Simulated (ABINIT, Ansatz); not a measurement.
## CsSrF3 (Pm-3m): G0W0 on several meshes in ABINIT

Wanted: mesh dependence and cost of G0W0 for CsSrF3 (Pm-3m).

Main program and level: ABINIT 10.8.3; LDA and many-body steps on it, plane waves.

## 1. The structure

The structure is cubic, space group Pm-3m (No. 221). Conventional cell: a = 4.763 Å, b = 4.763 Å, c = 4.763 Å, α = 90.00°, β = 90.00°, γ = 90.00°. Nearest to Cs lie 12 F at 3.37 Å. Nearest to Sr lie 6 F at 2.38 Å. F has 2 Sr at 2.38 Å and 4 Cs at 3.37 Å nearest. Farther neighbours and most contacts between anions are not listed.

Coordinates:

```cif
data_structure
_symmetry_space_group_name_H-M 'P 1'
_symmetry_Int_Tables_number 1
_cell_length_a 4.7632
_cell_length_b 4.7632
_cell_length_c 4.7632
_cell_angle_alpha 90.000
_cell_angle_beta 90.000
_cell_angle_gamma 90.000
_cell_volume 108.07
loop_
_atom_site_label
_atom_site_type_symbol
_atom_site_fract_x
_atom_site_fract_y
_atom_site_fract_z
_atom_site_occupancy
Cs1 Cs 0.00000 0.00000 0.00000 1
Sr2 Sr 0.50000 0.50000 0.50000 1
F3 F 0.00000 0.50000 0.50000 1
F4 F 0.50000 0.00000 0.50000 1
F5 F 0.50000 0.50000 0.00000 1
```

The cell and positions are those that the Materials Project relaxed with its own functionals (PBE, PBE+U or r2SCAN), kept fixed. Spin-orbit coupling is left out unless a step names it.

## 2. Empty states on the mesh, 2×2×2 mesh, 213 bands

This step: ABINIT 10.8.3; DFT, LDA, plane waves, norm-conserving pseudopotentials.

The sums over transitions need many empty states on a uniform mesh; this step solves for them.

run.abi

```
acell 3*1.0 Angstrom
rprim 
  4.763247010000 0.000000000000 0.000000000000
  0.000000000000 4.763247010000 0.000000000000
  0.000000000000 0.000000000000 4.763247010000
ntypat 3
znucl 55 38 9
natom 5
typat 1 2 3 3 3
xred 
  0.000000000000 0.000000000000 0.000000000000
  0.500000000000 0.500000000000 0.500000000000
  0.000000000000 0.500000000000 0.500000000000
  0.500000000000 0.000000000000 0.500000000000
  0.500000000000 0.500000000000 0.000000000000
pp_dirpath "pseudos"
pseudos "Cs.upf, Sr.upf, F.upf"
ecut 36
ngkpt 2 2 2
nshiftk 1
shiftk 0 0 0
kptopt 1
chksymbreak 0
iscf -2
irdden 1
istwfk *1
nband 213
nbdbuf 18
tolwfr 1e-09
nstep 60
prtvol 0
indata_prefix "in"
outdata_prefix "out"
tmpdata_prefix "tmp"
```

Command:

```sh
OMP_NUM_THREADS=1 mpirun -n 4 abinit run.abi > log
```

Numbers of over 12 decimals in the logs are rounded to 6 here.

Output:

```text
.Version 10.8.3 of ABINIT. v10.8.2 released Aug 2026.

 Symmetries : space group Pm -3 m (#221); Bravais cP (primitive cubic)
[... echo of the input left out ...]
== DATASET  1 ==================================================================
-   mpi_nproc: 4, omp_nthreads: 1 (-1 if OMP is not activated)

--- !DatasetInfo
iteration_state: {dtset: 1, }
dimensions: {natom: 5, nkpt: 4, mband: 213, nsppol: 1, nspinor: 1, nspden: 1, mpw: 7568, }
cutoff_energies: {ecut:  36.0, pawecutdg:  -1.0, }
[...]
2.74315    2.74537    2.82045    2.82045    2.82045    2.83230    2.83230    2.83230
   2.86758    2.86758    2.86758    2.90292    2.90292    2.90293    2.90766    2.90766
   2.95659    2.95730    2.95947    2.97235    2.97271
 prteigrs : prtvol=0 or 1, do not print more k-points.

== END DATASET(S) ==============================================================
================================================================================

 -outvars: echo values of variables after computation  --------
            nband         213
             nkpt           4
          spgroup         221
 [... the other variables as echoed above ...]

 Calculation completed.
```

It took 2.7 min on 4 MPI ranks of Intel Xeon Platinum 8259CL at 2.50GHz (Skylake/Cascade Lake), shared host; peak memory 0.51 GiB; 11 min of CPU time.

This step gave:

```
gap                                                           : 6.076 eV
k of the valence top                                          : 0, 0, 0
k of the conduction bottom                                    : 0, 0, 0
least direct gap                                              : 6.076 eV
k points computed                                             : 4
lowest point of the top converged band, above the valence top : 75.5916 eV
```

On this mesh the gap is 6.076 eV.

The density comes from a self-consistent run that is not shown.

## 3. Screening, 2×2×2 mesh, 91 bands, screening to 114.3 eV

The RPA dielectric matrix is built and inverted for each q.

This step: RPA screening on LDA, plane waves, norm-conserving pseudopotentials.

Edit run.abi of step 2 so:

```diff
@@ -23,10 +23,11 @@
 chksymbreak 0
-iscf -2
-irdden 1
 istwfk *1
-nband 213
-nbdbuf 18
-tolwfr 1e-09
-nstep 60
-prtvol 0
+occopt 1
+irdwfk 1
+optdriver 3
+nband 91
+ecuteps 4.2
+inclvkb 2
+awtr 1
+symchi 1
 indata_prefix "in"
```

Output:

```text
.Version 10.8.3 of ABINIT. v10.8.2 released Aug 2026.

 Symmetries : space group Pm -3 m (#221); Bravais cP (primitive cubic)
[... echo of the input left out ...]
== DATASET  1 ==================================================================
-   mpi_nproc: 4, omp_nthreads: 1 (-1 if OMP is not activated)

--- !DatasetInfo
iteration_state: {dtset: 1, }
dimensions: {natom: 5, nkpt: 4, mband: 91, nsppol: 1, nspinor: 1, nspden: 1, mpw: 7568, }
cutoff_energies: {ecut:  36.0, pawecutdg:  -1.0, }
electrons: {nelect:   4.00000000E+01, charge:   0.00000000E+00, occopt:   1.00000000E+00, tsmear:   1.00000000E-02, }

 SCREENING: Calculation of the susceptibility and dielectric matrices

 Based on a program developped by R.W. Godby, V. Olevano, G. Onida, and L. Reining.
 Incorporated in ABINIT by V. Olevano, G.-M. Rignanese, and M. Torrent.
.Using double precision arithmetic ; gwpc =  8

[... cell and pseudopotentials left out ...]
--------------------------------------------------------------------------------

 ==== K-mesh for the wavefunctions ====
 Number of points in the irreducible wedge :     4
[... list of points left out ...]
 Together with 48 symmetry operations and time-reversal symmetry
 yields     8 points in the full Brillouin Zone.

 ==== Q-mesh for the screening function ====
 Number of points in the irreducible wedge :     4
[... list of points left out ...]
 Together with 48 symmetry operations and time-reversal symmetry
 yields     8 points in the full Brillouin Zone.

 setmesh: FFT mesh size selected  =    36x   36x   36
          total number of points  =        46656

 vcoul_init : cutoff-mode = AUXILIARY_FUNCTION
 q-points for optical limit:   1
     1)      0.000010    0.000020    0.000030

- screening: taking advantage of time-reversal symmetry
- Maximum band index for partially occupied states nbvw = 20
- Remaining bands to be divided among processors   nbcw = 71
- Number of bands treated by each node ~17

 Number of electrons calculated from density =   40.0000; Expected =   40.0000
 average of density, n =  0.054847
 r_s =    1.6327
 omega_plasma =   22.5909 [eV]

 calculating chi0 at frequencies [eV] :
  1    0.000000E+00    0.000000E+00
  2    0.000000E+00    2.259085E+01

--------------------------------------------------------------------------------
  q-point number  1        q = ( 0.000000, 0.000000, 0.000000) [r.l.u.]
--------------------------------------------------------------------------------
[... chi0 elements left out ...]
 For q-point:  0.000010 0.000020 0.000030
  dielectric constant =   2.2680
  dielectric constant without local fields =   2.5149

  Average fulfillment of the sum rule on Im[epsilon] for q-point    1 :     45.82  [%]
[... wings left out ...]
  q-point number  2        q = ( 0.500000, 0.000000, 0.000000) [r.l.u.]
--------------------------------------------------------------------------------
[... chi0 elements left out ...]
  Average fulfillment of the sum rule on Im[epsilon] for q-point    2 :     54.33  [%]

 [... 2 further q-points ...]
```

Wall time 34 s (4 MPI ranks); peak memory 1.2 GiB.

This step gave:

* ε∞ with local fields, on this mesh, along the program's q direction: 2.268
* the same without local fields: 2.515
* plasma frequency: 22.59 eV
* plane waves in the screening matrix: 305

Local fields lower ε∞ by 10 %. On a Γ-centred mesh this coarse the value itself is usually too large, while a short band sum pulls it down.

## 4. 2×2×2

The self-energy is evaluated for the states that the input lists, and the levels follow from it, in one-shot runs by the linearised quasiparticle equation.

This step: G0W0 on LDA, plane waves, norm-conserving pseudopotentials.

Edit run.abi of step 3 so:

```diff
@@ -26,8 +26,15 @@
 irdwfk 1
-optdriver 3
+optdriver 4
 nband 91
+gwcalctyp 0
+ecutsigx 36
+symsigma 1
+nkptgw 1
+kptgw 
+  0.0000000000 0.0000000000 0.0000000000
+bdgw 
+  18 23
 ecuteps 4.2
-inclvkb 2
-awtr 1
-symchi 1
+irdscr 1
+ppmodel 1
 indata_prefix "in"
```

Output:

```text
.Version 10.8.3 of ABINIT. v10.8.2 released Aug 2026.

 Symmetries : space group Pm -3 m (#221); Bravais cP (primitive cubic)
[... echo of the input left out ...]
== DATASET  1 ==================================================================
-   mpi_nproc: 4, omp_nthreads: 1 (-1 if OMP is not activated)

--- !DatasetInfo
iteration_state: {dtset: 1, }
dimensions: {natom: 5, nkpt: 4, mband: 91, nsppol: 1, nspinor: 1, nspden: 1, mpw: 7568, }
cutoff_energies: {ecut:  36.0, pawecutdg:  -1.0, }
electrons: {nelect:   4.00000000E+01, charge:   0.00000000E+00, occopt:   1.00000000E+00, tsmear:   1.00000000E-02, }

 SIGMA: Calculation of the GW corrections

 Based on a program developped by R.W. Godby, V. Olevano, G. Onida, and L. Reining.
 Incorporated in ABINIT by V. Olevano, G.-M. Rignanese, and M. Torrent.
.Using double precision arithmetic ; gwpc =  8

[... cell and pseudopotentials left out ...]
--------------------------------------------------------------------------------

 ==== K-mesh for the wavefunctions ====
 Number of points in the irreducible wedge :     4
[... list of points left out ...]
 Together with 48 symmetry operations and time-reversal symmetry
 yields     8 points in the full Brillouin Zone.

 ==== Q-mesh for screening function ====
 Number of points in the irreducible wedge :     4
[... list of points left out ...]
 Together with 48 symmetry operations and time-reversal symmetry
 yields     8 points in the full Brillouin Zone.

 vcoul_init : cutoff-mode = AUXILIARY_FUNCTION
 q-points for optical limit:   1
     1)      0.000010    0.000020    0.000030
 setmesh: FFT mesh size selected  =    50x   50x   50
          total number of points  =       125000

 Number of electrons calculated from density =   40.0000; Expected =   40.0000
 average of density, n =  0.054847
 r_s =    1.6327
 omega_plasma =   22.5909 [eV]

 === KS Band Gaps ===
  >>>> For spin  1
   Minimum direct gap =   6.0761 [eV], located at k-point      :   0.0000  0.0000  0.0000
   Fundamental gap    =   6.0761 [eV], Top of valence bands at :   0.0000  0.0000  0.0000
                                       Bottom of conduction at :   0.0000  0.0000  0.0000
 SIGMA fundamental parameters:
 PLASMON POLE MODEL  1
 number of plane-waves for SigmaX                 7497
 number of plane-waves for SigmaC and W            305
 number of plane-waves for wavefunctions          7497
 number of bands                                    91
 number of independent spin polarizations            1
 number of spinorial components                      1
 number of k-points in IBZ                           4
 number of q-points in IBZ                           4
 number of symmetry operations                      48
 number of k-points in BZ                            8
 number of q-points in BZ                            8
 number of frequencies for dSigma/dE                 9
 frequency step for dSigma/dE [eV]                0.25
 number of omega for Sigma on real axis              0
 max omega for Sigma on real axis  [eV]           0.00
 zcut for avoiding poles [eV]                     0.10

 EPSILON^-1 parameters (SCR file):
 dimension of the eps^-1 matrix on file            305
 dimension of the eps^-1 matrix used               305
 number of plane-waves for wavefunctions          7497
 number of bands                                    91
 number of q-points in IBZ                           4
 number of frequencies                               2
 number of real frequencies                          1
 number of imag frequencies                          1

 matrix elements of self-energy operator (all in [eV])

 Perturbative Calculation

--- !SelfEnergy_ee
iteration_state: {dtset: 1, }
kpoint     : [   0.000,    0.000,    0.000, ]
spin       : 1
KS_gap     :    6.076
QP_gap     :    9.559
Delta_QP_KS:    3.483
data: !SigmaeeData |
     Band     E0 <VxcDFT>   SigX SigC(E0)      Z dSigC/dE  Sig(E)    E-E0       E
       18  -0.049 -22.169 -29.627   5.292   0.796  -0.256 -23.893  -1.724  -1.773
       19  -0.049 -22.169 -29.627   5.292   0.796  -0.256 -23.893  -1.724  -1.773
       20  -0.049 -22.169 -29.627   5.292   0.796  -0.256 -23.893  -1.724  -1.773
       21   6.027  -8.532  -3.827  -2.722   0.887  -0.127  -6.772   1.759   7.787
       22   7.583  -8.104  -3.462  -2.639   0.886  -0.129  -6.329   1.775   9.357
       23   7.583  -8.104  -3.462  -2.639   0.886  -0.129  -6.329   1.775   9.357

== END DATASET(S) ==============================================================
================================================================================

 -outvars: echo values of variables after computation  --------
           etotal      0.0000000000E+00
            nband          91
             nkpt           4
          spgroup         221
 [... the other variables as echoed above ...]

 Calculation completed.
```

The job ended after 15 s (4 MPI ranks; peak memory 0.84 GiB; 58 s of CPU time).

Numbers from this step:

```yaml
g0w0_gap_on_the_points_computed: 9.56 eV
starting_gap_on_the_mesh: 6.076 eV
k_of_the_valence_top: 0, 0, 0
k_of_the_conduction_bottom: 0, 0, 0
z_at_the_valence_top: 0.796
z_at_the_conduction_bottom: 0.887
least_direct_g0w0_gap_on_the_computed_points: 9.56 eV
```

The gap on the mesh goes from 6.08 eV to 9.56 eV, a correction of +3.48 eV.

## 5. Empty states on the mesh, 4×4×4 mesh, 99 bands

This step: DFT, LDA, plane waves, norm-conserving pseudopotentials.

Edit run.abi of step 4 so:

```diff
@@ -18,3 +18,3 @@
 ecut 36
-ngkpt 2 2 2
+ngkpt 4 4 4
 nshiftk 1
@@ -23,18 +23,10 @@
 chksymbreak 0
+iscf -2
+irdden 1
 istwfk *1
-occopt 1
-irdwfk 1
-optdriver 4
-nband 91
-gwcalctyp 0
-ecutsigx 36
-symsigma 1
-nkptgw 1
-kptgw 
-  0.0000000000 0.0000000000 0.0000000000
-bdgw 
-  18 23
-ecuteps 4.2
-irdscr 1
-ppmodel 1
+nband 99
+nbdbuf 8
+tolwfr 1e-09
+nstep 60
+prtvol 0
 indata_prefix "in"
```

Output:

```text
.Version 10.8.3 of ABINIT. v10.8.2 released Aug 2026.

 Symmetries : space group Pm -3 m (#221); Bravais cP (primitive cubic)
[... echo of the input left out ...]
== DATASET  1 ==================================================================
-   mpi_nproc: 4, omp_nthreads: 1 (-1 if OMP is not activated)

--- !DatasetInfo
iteration_state: {dtset: 1, }
dimensions: {natom: 5, nkpt: 10, mband: 99, nsppol: 1, nspinor: 1, nspden: 1, mpw: 7568, }
cutoff_energies: {ecut:  36.0, pawecutdg:  -1.0, }
[...]
1.31845    1.31845    1.31845    1.34243    1.34243    1.34243    1.38808    1.38808
   1.38808    1.44895    1.44895    1.47922    1.47922    1.47922    1.48363    1.48363
   1.55987    1.55990    1.56093
 prteigrs : prtvol=0 or 1, do not print more k-points.

== END DATASET(S) ==============================================================
================================================================================

 -outvars: echo values of variables after computation  --------
            nband          99
             nkpt          10
          spgroup         221
 [... the other variables as echoed above ...]

 Calculation completed.
```

Run time: 2.2 min. Hardware: 4 MPI ranks; peak memory 0.46 GiB; 8.9 min of CPU time.

Numbers from this step:

| Property | Result |
| --- | --- |
| gap | 6.076 eV |
| k of the valence top | 0, 0, 0 |
| k of the conduction bottom | 0, 0, 0 |
| least direct gap | 6.076 eV |
| k points computed | 10 |
| lowest point of the top converged band, above the valence top | 39.48 eV |

On this mesh the gap is 6.076 eV.

## 6. Screening, 4×4×4 mesh, 91 bands, screening to 114.3 eV

This step: RPA screening on LDA, plane waves, norm-conserving pseudopotentials.

Edit run.abi of step 5 so:

```diff
@@ -23,10 +23,11 @@
 chksymbreak 0
-iscf -2
-irdden 1
 istwfk *1
-nband 99
-nbdbuf 8
-tolwfr 1e-09
-nstep 60
-prtvol 0
+occopt 1
+irdwfk 1
+optdriver 3
+nband 91
+ecuteps 4.2
+inclvkb 2
+awtr 1
+symchi 1
 indata_prefix "in"
```

Output:

```text
.Version 10.8.3 of ABINIT. v10.8.2 released Aug 2026.

 Symmetries : space group Pm -3 m (#221); Bravais cP (primitive cubic)
[... echo of the input left out ...]
== DATASET  1 ==================================================================
-   mpi_nproc: 4, omp_nthreads: 1 (-1 if OMP is not activated)

--- !DatasetInfo
iteration_state: {dtset: 1, }
dimensions: {natom: 5, nkpt: 10, mband: 91, nsppol: 1, nspinor: 1, nspden: 1, mpw: 7568, }
cutoff_energies: {ecut:  36.0, pawecutdg:  -1.0, }
electrons: {nelect:   4.00000000E+01, charge:   0.00000000E+00, occopt:   1.00000000E+00, tsmear:   1.00000000E-02, }

 SCREENING: Calculation of the susceptibility and dielectric matrices

 Based on a program developped by R.W. Godby, V. Olevano, G. Onida, and L. Reining.
 Incorporated in ABINIT by V. Olevano, G.-M. Rignanese, and M. Torrent.
.Using double precision arithmetic ; gwpc =  8

[... cell and pseudopotentials left out ...]
--------------------------------------------------------------------------------

 ==== K-mesh for the wavefunctions ====
 Number of points in the irreducible wedge :    10
[... list of points left out ...]
 Together with 48 symmetry operations and time-reversal symmetry
 yields    64 points in the full Brillouin Zone.

 ==== Q-mesh for the screening function ====
 Number of points in the irreducible wedge :    10
[... list of points left out ...]
 Together with 48 symmetry operations and time-reversal symmetry
 yields    64 points in the full Brillouin Zone.

 setmesh: FFT mesh size selected  =    36x   36x   36
          total number of points  =        46656

 vcoul_init : cutoff-mode = AUXILIARY_FUNCTION
 q-points for optical limit:   1
     1)      0.000010    0.000020    0.000030

- screening: taking advantage of time-reversal symmetry
- Maximum band index for partially occupied states nbvw = 20
- Remaining bands to be divided among processors   nbcw = 71
- Number of bands treated by each node ~17

 Number of electrons calculated from density =   40.0000; Expected =   40.0000
 average of density, n =  0.054847
 r_s =    1.6327
 omega_plasma =   22.5909 [eV]

 calculating chi0 at frequencies [eV] :
  1    0.000000E+00    0.000000E+00
  2    0.000000E+00    2.259085E+01

--------------------------------------------------------------------------------
  q-point number  1        q = ( 0.000000, 0.000000, 0.000000) [r.l.u.]
--------------------------------------------------------------------------------
[... chi0 elements left out ...]
 For q-point:  0.000010 0.000020 0.000030
  dielectric constant =   2.1901
  dielectric constant without local fields =   2.4351

  Average fulfillment of the sum rule on Im[epsilon] for q-point    1 :     46.00  [%]
[... wings left out ...]
  q-point number  2        q = ( 0.250000, 0.000000, 0.000000) [r.l.u.]
--------------------------------------------------------------------------------
[... chi0 elements left out ...]
  Average fulfillment of the sum rule on Im[epsilon] for q-point    2 :     60.35  [%]

 [... 8 further q-points ...]
```

Run time: 3.9 min. Hardware: 4 MPI ranks; peak memory 1.9 GiB.

This step gave:

```
ε∞ with local fields, on this mesh, along the program's q direction : 2.190
the same without local fields                                       : 2.435
plasma frequency                                                    : 22.59 eV
plane waves in the screening matrix                                 : 305
```

[end of part 1 of 2]

[Paths, hosts, dates, memory and timing lines, banners, echoed tables and standing remarks are left out of the program output.]

[Logs are printed without paths, hosts, clocks, repeated set-up lines and the standing remarks that a program may print on its own settings, such as how far it seeks lower states.]

[Runs of the session that timed out or met a known fault of the program may be left out.]

[No measured gap is set beside runs whose start may be inverted or whose files or cutoffs have a known fault.]

[Hosts, paths, dates, database ids (printed as entryN), source tags and the programs' standing remarks are cut or masked in the printed files.]

[G0W0 gaps are taken among the corrected bands and points alone; a level outside them can change the order at an edge.]

[Where Ansatz stands beside ABINIT at settings called matched, ABINIT's density can come from a denser mesh and the files from another edition; pairs whose starting gaps differed by over 0.03 eV were left out, so agreement reads better than it is.]
